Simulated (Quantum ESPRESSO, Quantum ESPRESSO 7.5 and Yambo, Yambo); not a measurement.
**A GW chain in Yambo: InF3 (R-3c)**

How does a plane-wave GW calculation on InF3 (R-3c) run from the first input to the gap?

Calculated with Quantum ESPRESSO 7.5 and Yambo 5.3.0; LDA and many-body steps on it, plane waves.

This is a report of a sequence of runs, with most program output left out.

## Step 1: Set-up

It takes space group R-3c (No. 167, trigonal). The conventional cell has a = 5.204 Å, b = 5.204 Å, c = 14.723 Å, α = 90.00°, β = 90.00°, γ = 120.00°. Nearest to In lie 6 F at 2.08 Å. F has 2 In at 2.08 Å nearest. Farther neighbours and most contacts between anions are not listed.

Coordinates:

```cif
data_structure
_symmetry_space_group_name_H-M 'P 1'
_symmetry_Int_Tables_number 1
_cell_length_a 5.7543
_cell_length_b 5.7543
_cell_length_c 5.7543
_cell_angle_alpha 53.771
_cell_angle_beta 53.771
_cell_angle_gamma 53.771
_cell_volume 115.11
loop_
_atom_site_label
_atom_site_type_symbol
_atom_site_fract_x
_atom_site_fract_y
_atom_site_fract_z
_atom_site_occupancy
In1 In 0.50000 0.50000 0.50000 1
In2 In 0.00000 0.00000 0.00000 1
F3 F 0.39571 0.75000 0.10429 1
F4 F 0.75000 0.10429 0.39571 1
F5 F 0.89571 0.60429 0.25000 1
F6 F 0.25000 0.89571 0.60429 1
F7 F 0.60429 0.25000 0.89571 1
F8 F 0.10429 0.39571 0.75000 1
```

The cell and positions are those that the Materials Project relaxed with its own functionals (PBE, PBE+U or r2SCAN), kept fixed.

## Step 2: Ground state

This step: Quantum ESPRESSO 7.5; DFT, LDA, plane waves, norm-conserving pseudopotentials.

The ground-state density comes first.

Input file pw.in:

```
&control
  calculation = 'scf'
  prefix = 'x'
  outdir = 'o'
  pseudo_dir = 'pseudo'
/
&system
  ibrav = 0
  nat = 8
  ntyp = 2
  ecutwfc = 80.0
  nbnd = 50
  force_symmorphic = .true.
/
&electrons
  conv_thr = 1e-10
  electron_maxstep = 80
  mixing_beta = 0.5
/
ATOMIC_SPECIES
  In 114.82 In.upf
  F 18.998 F.upf
CELL_PARAMETERS angstrom
  2.6021411829 1.5023469124 4.9075061345
  -2.6021411829 1.5023469124 4.9075061345
  0.0000000000 -3.0046938249 4.9075061345
ATOMIC_POSITIONS crystal
  In 0.5000000000 0.5000000000 0.5000000000
  In 0.0000000000 0.0000000000 0.0000000000
  F 0.3957092200 0.7500000000 0.1042907800
  F 0.7500000000 0.1042907800 0.3957092200
  F 0.8957092200 0.6042907800 0.2500000000
  F 0.2500000000 0.8957092200 0.6042907800
  F 0.6042907800 0.2500000000 0.8957092200
  F 0.1042907800 0.3957092200 0.7500000000
K_POINTS automatic
  6 6 6 0 0 0
```

Started as:

```sh
> OMP_NUM_THREADS=1 mpirun -n 4 pw.x -nk 4 -in pw.in > pw.out
```

Elapsed: 65 s, on 4 MPI ranks of Arm Neoverse V2, shared host; peak memory 0.8 GiB; 4.3 min of CPU time.

Numbers from this step:

```
total energy               : -14867.6823 eV
gap                        : 4.009 eV
k of the valence top       : 0, -0.5, -0.5
k of the conduction bottom : 0, 0, 0
least direct gap           : 4.042 eV
```

The gap is indirect, with the least direct gap 0.03 eV higher.

## Step 3: Bands along the symmetry lines

Levels along a band path, at the cheap level, show where the edges lie and whether the meshes to come will hold them.

Input file pw.in:

```
&control
  calculation = 'bands'
  prefix = 'x'
  outdir = 'o'
  pseudo_dir = 'pseudo'
/
&system
  ibrav = 0
  nat = 8
  ntyp = 2
  ecutwfc = 80.0
  nbnd = 48
  force_symmorphic = .true.
/
&electrons
  conv_thr = 1e-9
  electron_maxstep = 80
  diago_full_acc = .true.
  diago_thr_init = 5e-6
/
ATOMIC_SPECIES
  In 114.82 In.upf
  F 18.998 F.upf
CELL_PARAMETERS angstrom
  2.6021411829 1.5023469124 4.9075061345
  -2.6021411829 1.5023469124 4.9075061345
  0.0000000000 -3.0046938249 4.9075061345
ATOMIC_POSITIONS crystal
  In 0.5000000000 0.5000000000 0.5000000000
  In 0.0000000000 0.0000000000 0.0000000000
  F 0.3957092200 0.7500000000 0.1042907800
  F 0.7500000000 0.1042907800 0.3957092200
  F 0.8957092200 0.6042907800 0.2500000000
  F 0.2500000000 0.8957092200 0.6042907800
  F 0.6042907800 0.2500000000 0.8957092200
  F 0.1042907800 0.3957092200 0.7500000000
K_POINTS crystal
  59
  0.00000000 0.00000000 0.00000000 1
  0.06250000 0.06250000 0.06250000 1
  0.12500000 0.12500000 0.12500000 1
  0.18750000 0.18750000 0.18750000 1
  0.25000000 0.25000000 0.25000000 1
  0.31250000 0.31250000 0.31250000 1
  0.37500000 0.37500000 0.37500000 1
  0.43750000 0.43750000 0.43750000 1
  0.50000000 0.50000000 0.50000000 1
  0.53385691 0.46614309 0.50000000 1
  0.56771382 0.43228618 0.50000000 1
  0.60157073 0.39842927 0.50000000 1
  0.63542764 0.36457236 0.50000000 1
  0.66928455 0.33071545 0.50000000 1
  0.70314146 0.29685854 0.50000000 1
  0.73699837 0.26300163 0.50000000 1
  0.77085528 0.22914472 0.50000000 1
  0.50000000 -0.22914472 0.22914472 1
  0.50000000 -0.20050163 0.20050163 1
  0.50000000 -0.17185854 0.17185854 1
  0.50000000 -0.14321545 0.14321545 1
  0.50000000 -0.11457236 0.11457236 1
  0.50000000 -0.08592927 0.08592927 1
  0.50000000 -0.05728618 0.05728618 1
  0.50000000 -0.02864309 0.02864309 1
  0.50000000 0.00000000 0.00000000 1
  0.43750000 0.00000000 0.00000000 1
  0.37500000 0.00000000 0.00000000 1
  0.31250000 0.00000000 0.00000000 1
  0.25000000 0.00000000 0.00000000 1
  0.18750000 0.00000000 0.00000000 1
  0.12500000 0.00000000 0.00000000 1
  0.06250000 0.00000000 0.00000000 1
  0.00000000 0.00000000 0.00000000 1
  0.04557154 -0.04557154 0.00000000 1
  0.09114309 -0.09114309 0.00000000 1
  0.13671464 -0.13671464 0.00000000 1
  0.18228618 -0.18228618 0.00000000 1
  0.22785772 -0.22785772 0.00000000 1
  0.27342927 -0.27342927 0.00000000 1
  0.31900081 -0.31900081 0.00000000 1
  0.36457236 -0.36457236 -0.00000000 1
  0.63542764 0.00000000 0.36457236 1
  0.61849919 0.00000000 0.38150081 1
  0.60157073 0.00000000 0.39842927 1
  0.58464227 0.00000000 0.41535773 1
  0.56771382 0.00000000 0.43228618 1
  0.55078536 0.00000000 0.44921464 1
  0.53385691 0.00000000 0.46614309 1
  0.51692845 0.00000000 0.48307154 1
  0.50000000 0.00000000 0.50000000 1
  0.43750000 0.00000000 0.43750000 1
  0.37500000 0.00000000 0.37500000 1
  0.31250000 0.00000000 0.31250000 1
  0.25000000 0.00000000 0.25000000 1
  0.18750000 0.00000000 0.18750000 1
  0.12500000 0.00000000 0.12500000 1
  0.06250000 0.00000000 0.06250000 1
  0.00000000 0.00000000 0.00000000 1
```

Run time: 23 s. Hardware: 4 MPI ranks; peak memory 0.47 GiB; 90 s of CPU time.

This step gave:

```yaml
gap: 4.009 eV
k_of_the_valence_top: 0.5, 0, 0.5
k_of_the_conduction_bottom: 0, 0, 0
least_direct_gap: 4.042 eV
```

The gap is 4.009 eV, as in the run before at this level.

Electronic bands along the path, in eV, zero at the top of the highest filled band:

```
     point  band 39  band 40  band 41  band 42  band 43  band 44  band 45  band 46
         Γ    -0.18    -0.18    -0.03    -0.03     4.01     9.42    10.42    11.52
   halfway    -0.18    -0.18    -0.05    -0.05     4.78     8.22    11.14    11.80
         T    -0.12    -0.12    -0.12    -0.12     6.43     6.43    11.71    11.71
   halfway    -0.21    -0.21    -0.14    -0.14     6.78     6.78    10.66    10.66
        H2    -0.18    -0.18    -0.09    -0.09     7.09     7.09    10.03    10.03
jump to H0    -0.18    -0.18    -0.09    -0.09     7.09     7.09    10.03    10.03
   halfway    -0.26    -0.26    -0.10    -0.10     6.80     6.80    10.54    10.54
         L    -0.26    -0.26    -0.13    -0.13     6.61     6.61    11.02    11.02
   halfway    -0.28    -0.27    -0.11    -0.05     4.88     8.40    10.95    11.04
         Γ    -0.18    -0.18    -0.03    -0.03     4.01     9.42    10.42    11.52
   halfway    -0.23    -0.19    -0.16    -0.03     5.19     8.20    10.46    11.32
        S0    -0.22    -0.18    -0.14    -0.03     6.85     7.23     9.89    10.62
jump to S2    -0.22    -0.18    -0.14    -0.03     6.85     7.23     9.89    10.62
   halfway    -0.21    -0.19    -0.16    -0.01     6.61     7.83     9.71    10.51
         F    -0.25    -0.20    -0.15     0.00     6.54     8.08     9.59    10.49
   halfway    -0.27    -0.16    -0.14    -0.09     5.10     8.53    10.55    10.74
         Γ    -0.18    -0.18    -0.03    -0.03     4.01     9.42    10.42    11.52
```

## Step 4: Empty states on the mesh, 4×4×4 mesh, 265 bands

The sums over transitions need many empty states on a uniform mesh; this step solves for them.

Input file pw.in:

```
&control
  calculation = 'nscf'
  prefix = 'x'
  outdir = 'o'
  pseudo_dir = 'pseudo'
/
&system
  ibrav = 0
  nat = 8
  ntyp = 2
  ecutwfc = 80.0
  nbnd = 265
  force_symmorphic = .true.
/
&electrons
  conv_thr = 1e-9
  electron_maxstep = 80
  diago_full_acc = .true.
  diago_thr_init = 5e-6
/
ATOMIC_SPECIES
  In 114.82 In.upf
  F 18.998 F.upf
CELL_PARAMETERS angstrom
  2.6021411829 1.5023469124 4.9075061345
  -2.6021411829 1.5023469124 4.9075061345
  0.0000000000 -3.0046938249 4.9075061345
ATOMIC_POSITIONS crystal
  In 0.5000000000 0.5000000000 0.5000000000
  In 0.0000000000 0.0000000000 0.0000000000
  F 0.3957092200 0.7500000000 0.1042907800
  F 0.7500000000 0.1042907800 0.3957092200
  F 0.8957092200 0.6042907800 0.2500000000
  F 0.2500000000 0.8957092200 0.6042907800
  F 0.6042907800 0.2500000000 0.8957092200
  F 0.1042907800 0.3957092200 0.7500000000
K_POINTS automatic
  4 4 4 0 0 0
```

Elapsed: 92 s, on 4 MPI ranks; peak memory 1.1 GiB; 6.1 min of CPU time.

This step gave:

```
gap                                                           : 4.009 eV
k of the valence top                                          : 0, -0.5, -0.5
k of the conduction bottom                                    : 0, 0, 0
least direct gap                                              : 4.042 eV
k points computed                                             : 14
lowest point of the top converged band, above the valence top : 88.0993 eV
```

On this mesh the gap is 4.009 eV.

## Step 5: Conversion and set-up

This step: Yambo 5.3.0; conversion and set-up on LDA, plane waves, norm-conserving pseudopotentials.

The states are converted to the many-body program's format and the q mesh is built.

Started as:

```sh
> (cd o/x.save; p2y > p2y.log; mv SAVE ../..); yambo > setup.log
```

Run time: 3 s. Hardware: 1 MPI rank; peak memory 0.25 GiB.

## Step 6: Screening and self-energy, 4×4×4 mesh, 265 bands, screening to 149.7 eV

Now the one-shot GW correction: screening in the RPA, then the self-energy of the levels asked for.

This step: G0W0 on LDA, plane waves, norm-conserving pseudopotentials.

Input file gw3.in:

```
HF_and_locXC
gw0
dyson
ppa
em1d
rim_cut
RandQpts= 1000000
RandGvec= 1 RL
EXXRLvcs= 80 Ry
VXCRLvcs= 320 Ry
Chimod= "HARTREE"
% BndsRnXp
 1 | 265 |
%
NGsBlkXp= 11 Ry
% LongDrXp
 1 | 1 | 1 |
%
% GbndRnge
 1 | 265 |
%
DysSolver= "n"
ExtendOut
PPAPntXp= 27.21138 eV
% QPkrange
 7 | 7 | 41 | 44 |
 1 | 1 | 41 | 44 |
%
```

Started as:

```sh
> OMP_NUM_THREADS=2 mpirun -n 2 yambo -F gw3.in -J gw3 -C gw3 > gw3.log
```

Run time: 40 min. Hardware: 2 MPI ranks; peak memory 3.2 GiB.

Numbers from this step:

```yaml
g0w0_gap_on_the_points_computed: 7.594 eV
starting_gap_on_the_mesh: 4.009 eV
k_of_the_valence_top: 0, -0.5, -0.5
k_of_the_conduction_bottom: 0, 0, 0
least_direct_g0w0_gap_on_the_computed_points: 7.657 eV
z_at_the_valence_top: 0.8052
z_at_the_conduction_bottom: 0.8663
```

The gap on the mesh goes from 4.01 eV to 7.59 eV, a correction of +3.59 eV.

Limits: finite bands, cutoff and mesh; no spin-orbit coupling. v1 is the top filled band, c1 the lowest empty one. The levels before and after the correction (eV, zero at the valence-band top of each column):

```
           conduction bottom  valence top
Kohn-Sham               4.01         0.00
     G0W0               7.59         0.00
```

```
                      level  energy (eV)
Kohn-Sham           Γ v2-v1       -0.032
Kohn-Sham              Γ c1        4.009
Kohn-Sham              Γ c2        9.417
Kohn-Sham  (0 -0.5 -0.5) v2       -0.152
Kohn-Sham  (0 -0.5 -0.5) v1        0.000
Kohn-Sham  (0 -0.5 -0.5) c1        6.535
Kohn-Sham  (0 -0.5 -0.5) c2        8.084
     G0W0           Γ v2-v1       -0.062
     G0W0              Γ c1        7.594
     G0W0              Γ c2       14.047
     G0W0  (0 -0.5 -0.5) v2        0.000
     G0W0  (0 -0.5 -0.5) v1       -0.006
     G0W0  (0 -0.5 -0.5) c1       10.579
     G0W0  (0 -0.5 -0.5) c2       12.447
```

## Step 7: Where the time went

Times are wall times on the hardware named with each run, good to a factor of about two.

```
                          step    time  share  memory (GiB)
                  ground state    65 s    3 %           0.8
bands along the symmetry lines    23 s    1 %          0.47
      empty states on the mesh    92 s    4 %           1.1
         conversion and set-up     3 s    0 %          0.25
     screening and self-energy  40 min   93 %           3.2
```

## Step 8: Summary of results

- LDA gap: 4.01 eV, indirect (only 32 meV under the direct gap)
- G0W0 gap on the mesh: 7.59 eV
- GW settings: 4×4×4 mesh, 265 bands, screening to 149.7 eV, Godby-Needs plasmon pole
- known limits: not at the basis limit; no spin-orbit coupling

**Reading.** G0W0 moves the gap on the mesh from 4.01 eV to 7.59 eV (+3.59 eV), with Z of 0.81 and 0.87 at the edges. Only 2 of the mesh's irreducible points were corrected, so a valley elsewhere could overtake. The dearest step here is «screening and self-energy». Bands and cutoff are finite, so the gap is not at the basis limit. The miss can reach some tenths of an eV and take either sign; the mesh is an error of its own. In the G0W0 run levels were corrected at 2 k points alone, so a gap called «on the mesh» is the least over those, and an edge elsewhere would be missed. The many-body steps are scalar-relativistic: spin-orbit coupling is not in them.

[Paths, hosts, dates, memory and timing lines, banners, echoed tables and standing remarks are left out of the program output.]

[Logs are printed without paths, hosts, clocks, repeated set-up lines and the standing remarks that a program may print on its own settings, such as how far it seeks lower states.]

[Runs of the session that timed out or met a known fault of the program may be left out.]

[Hosts, paths, dates, database ids (printed as entryN), source tags and the programs' standing remarks are cut or masked in the printed files.]
